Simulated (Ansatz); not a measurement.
# AlPt3N (built on the sites of a database entry of InNi3N): a soft mode frozen in, part 3 of 3

Wanted: the energy along a soft mode of AlPt3N (built on the sites of a database entry of InNi3N) and the structure at the end.

Ansatz 0.2.0; DFT RPBE, scalar-relativistic, plane waves, PAW.

So far. Step 5 (Energy along the mode, all amplitudes (two of the runs …): The lowest of the steps tried is at 0.14 Å, 2.25 meV/atom below the parent; the bottom of the well need not coincide with a step. Step 7 (The new phase in its own primitive cell): The largest force component left is 0.18 meV/Å and the pressure is -0.001 GPa, within the tolerances set. The cell now holds 15.65 Å³/atom. The relaxed cell has a = 3.773, c = 5.499 Å (conventional setting).

The structure was built from a prototype and need not be the compound's stable phase.

## (8) Modes of the new phase, k-mesh 10×10×8

A relaxed structure may still be a saddle point, so its zone-centre modes are computed. No field response is asked, since the mesh shows no gap.

input.yaml reads:

```yaml
crystal:
  lattice:
    - [3.7726492589, 0.0, 0.0]
    - [0.0, 3.7726492589, 0.0]
    - [0.0, 0.0, 5.4992649438]
  atoms:
    - { symbol: Al, position: [0.0, 0.0, 0.9193395401] }
    - { symbol: Pt, position: [0.5, 0.0, 0.5812973936] }
    - { symbol: Pt, position: [0.5, 0.5, 0.9933852166] }
    - { symbol: Pt, position: [0.0, 0.5, 0.5812973936] }
    - { symbol: "N", position: [0.5, 0.5, 0.3683693971] }
kpoints:
  mp_grid: { grid: [10, 10, 8] }
hamiltonian:
  xc: rpbe
scf:
  occupations: { method: methfessel_paxton, width: 0.2 }
output:
  eigenvalues: true
phonons:
  method: dfpt
```

On the command line:

```console
$ ansatz run input.yaml --threads 8 --pin off --max-ram 14336MiB --backend cpu --events-out ev --progress --plain --runs-dir out
```

Numbers of over 12 decimals in the logs are rounded to 6 here.

The log of the run:

```text
zone centre: on kpoints.mp_grid the ground state, and the responses unless they are solved on pairs of k-points, stand on 180 of the mesh's 800 k-points, reduced under 4 symmetry operations, with k and −k counted as one. Each operation leaves every solved displacement unchanged or reverses it
[...]
Crystal: 5 atoms, lattice volume = 78.270 Å³
Basis set: ecut = 420 eV, 1507 PW (Γ), exchange–correlation on 54×54×80 points (8 copies of the dense FFT grid, shifted against one another)
Bands: 38, of which v1, the nominal top of the filled ones, is band 31 counted from 1 (30 counted from 0)
Symmetry: 8 space group operations
k-points: 180 of 800 (irreducible under 4 space group operations, time reversal used)
[...]
SCF iter   1: F=—  HF=-38535.780771 eV  |F-HF|=—  |Δ(HF+E_count)|=         —  Δρ=1.10e-2  dr2=1.78e-1  ethr=1.77e-3  ⟨swp⟩=5.1  Hψ=25597  notcnv=0
[...]
SCF iter  10: F=-38535.763036 eV  HF=-38535.763036 eV  |F-HF|=7.28e-12  |Δ(HF+E_count)|=  7.28e-11  S|Δr|=    0.00e0  Δρ=6.30e-8  dr2=2.93e-12  ethr=1.00e-12  ⟨swp⟩=10.7  Hψ=34260  notcnv=0
SCF 1 converged in 10 iterations: F = -38535.763036 eV  dr2 = 2.93e-12
[...]
DFPT response loops at Γ: preconditioner auto → Kerker (q_TF=auto, 2.624 Å⁻¹) (partly filled bands, converged f_vac=0.019); β = 1.00, the filter's whole step (`scf.mixing.beta` (0.50) is not read by the response loops under this deck's `scf.mixing.preconditioner`; to damp them name `kerker` or `kerker_dos`, under which they read `scf.mixing.beta`, and type it under 1.00, their step now; both keys bind the ground state too); Broyden in place of MSR1
SCF converged after 10 iterations
[...]
Free energy (F): -38535.763036 eV
[...]
Internal energy: -38535.761824 eV  (E = F + TS)
E sigma→0 (E₀):  -38535.762733 eV
Entropy (-TS):   -0.001212 eV (-0.242 meV/atom)
Fermi energy:    15.762996 eV
[...]
--- Band table (eV; the first three rows and the last of 180) ---
  k-point 0: bands = [... 27 lower, 14.2156, 14.7487, 15.0336, 15.0336, 16.3453, 17.0623, 19.5580, 19.5580, ... 3 higher]
  k-point 1: bands = [... 27 lower, 14.1584, 14.7459, 15.2940, 15.2940, 16.3453, 17.1660, 19.5142, 19.5142, ... 3 higher]
  k-point 2: bands = [... 27 lower, 14.0591, 14.7407, 15.8377, 15.8377, 16.3453, 17.2618, 19.3769, 19.3769, ... 3 higher]
  k-point 179: bands = [... 27 lower, 14.0767, 14.0815, 14.1659, 14.3435, 14.3768, 16.7500, 16.7500, 18.2968, ... 3 higher]
--- Phonons (Γ-DFPT): 9 representative perturbations + reference, on 180 of 800 k-points (Σ response iterations 32) ---
  k mesh reduced under 4 symmetry operations, with k and −k counted as one. Each operation leaves every solved displacement unchanged or reverses it
  ASR residual: 5.330e-5 → 0.000e0 eV/Å²; symmetrization residual: 3.444e-6 eV/Å²
  ASR residual per site (eV/Å²): 5.33e-5 2.64e-5 1.84e-5 2.64e-5 2.88e-6
[...]
non-analytic LO–TO correction: not included (Born effective charges unavailable; polar crystals: no LO–TO splitting at Γ)
```

Elapsed: 67 s, on 8 threads of Arm Neoverse V2, shared host; peak memory 1.8 GiB; 8.2 min of CPU time.

Numbers from this step:

```
sum-rule residual before enforcement                    : 5.33e-5 eV/Å²
point group                                             : 4mm
highest optical mode at the zone centre (no LO-TO term) : 529.5 cm⁻¹
lowest optical zone-centre mode                         : 48.99 cm⁻¹
```

Patterns of degenerate modes are one choice out of their space. The modes at Γ (shares of kinetic energy by element, %):

```csv
mode,frequency (cm⁻¹),symmetry,Al %,Pt %,N %
1,0.0,acoustic,4,93,2
2,0.0,acoustic,4,93,2
3,0.0,acoustic,4,93,2
4,49.0,E,0,100,0
5,49.0,E,0,100,0
6,68.4,B1,0,100,0
7,120.8,A1,3,96,0
8,177.8,E,29,59,12
9,177.8,E,29,59,12
10,200.9,E,44,9,47
11,200.9,E,44,9,47
12,231.5,E,23,38,39
13,231.5,E,23,38,39
14,237.7,A1,90,8,1
15,529.5,A1,2,2,96
```

Displacements in mode 4 (49.0 cm⁻¹), the largest set to 1:
```
Al1  0.10  0.00  0.00
Pt2 -0.55 -0.01  0.00
Pt3  1.00  0.01  0.00
Pt4 -0.47 -0.01  0.00
N5   0.13  0.00  0.00
```

Displacements in mode 9 (177.8 cm⁻¹), the largest set to 1:
```
Al1 -1.00  0.02  0.00
Pt2 -0.35 -0.01  0.00
Pt3  0.01  0.00  0.00
Pt4  0.41  0.01  0.00
N5   0.91 -0.02  0.00
```

Before it was imposed, the acoustic sum rule was missed by 5.3e-5 eV/Å². Small misses are needed for a sound result but don't prove that mesh and cutoff are converged. The lowest optical mode is real, 49.0 cm⁻¹.

## (9) Outcome

| Property | Result |
| --- | --- |
| unstable mode of the parent | q = (0, 0, 0), 140i cm⁻¹ |
| depth at the lowest point sampled | 2.25 meV/atom |
| largest atomic shift at that point | 0.14 Å |
| space group reached (within 0.01 Å) | P4mm |
| energy gained over the parent (first relaxation, on the mesh of the frozen mode) | 241 meV/atom |
| volume per atom, phase reached | 15.7 Å³ |
| lowest optical zone-centre mode, phase reached | 49.0 cm⁻¹ |
| highest optical mode at the zone centre (no LO-TO term), phase reached | 529 cm⁻¹ |

Along this mode the structure falls into P4mm, 241 meV/atom below the parent. At the parent's cell the well is 2.254 meV/atom deep on the steps tried, with its lowest point at a shift of 0.14 Å. Relaxing atoms and cell changes the gain by +239.03 meV/atom against the lowest step (energies at zero smearing). Most of the total comes from this relaxation. The new phase has no imaginary mode at the zone centre of its cell; other wavevectors were not checked. Of the 6 patterns followed to their end from this parent, this one ends 119 meV/atom above the lowest, Pmma. Each path keeps the symmetry of its pattern, so a lower phase may lie along a pattern not tried. With no gap, or one that is small against the smearing, the frequencies hang on the k mesh and the smearing, most of all near Kohn anomalies. Spin-orbit coupling is left out, which can matter for the heavy elements here. The starting cell was built on a prototype and not taken from a measurement, so the phase need not exist.

[Logs are printed without paths, hosts, clocks, repeated set-up lines and the standing remarks that a program may print on its own settings, such as how far it seeks lower states.]

[Hosts, paths, dates, database ids (printed as entryN), source tags and the programs' standing remarks are cut or masked in the printed files.]
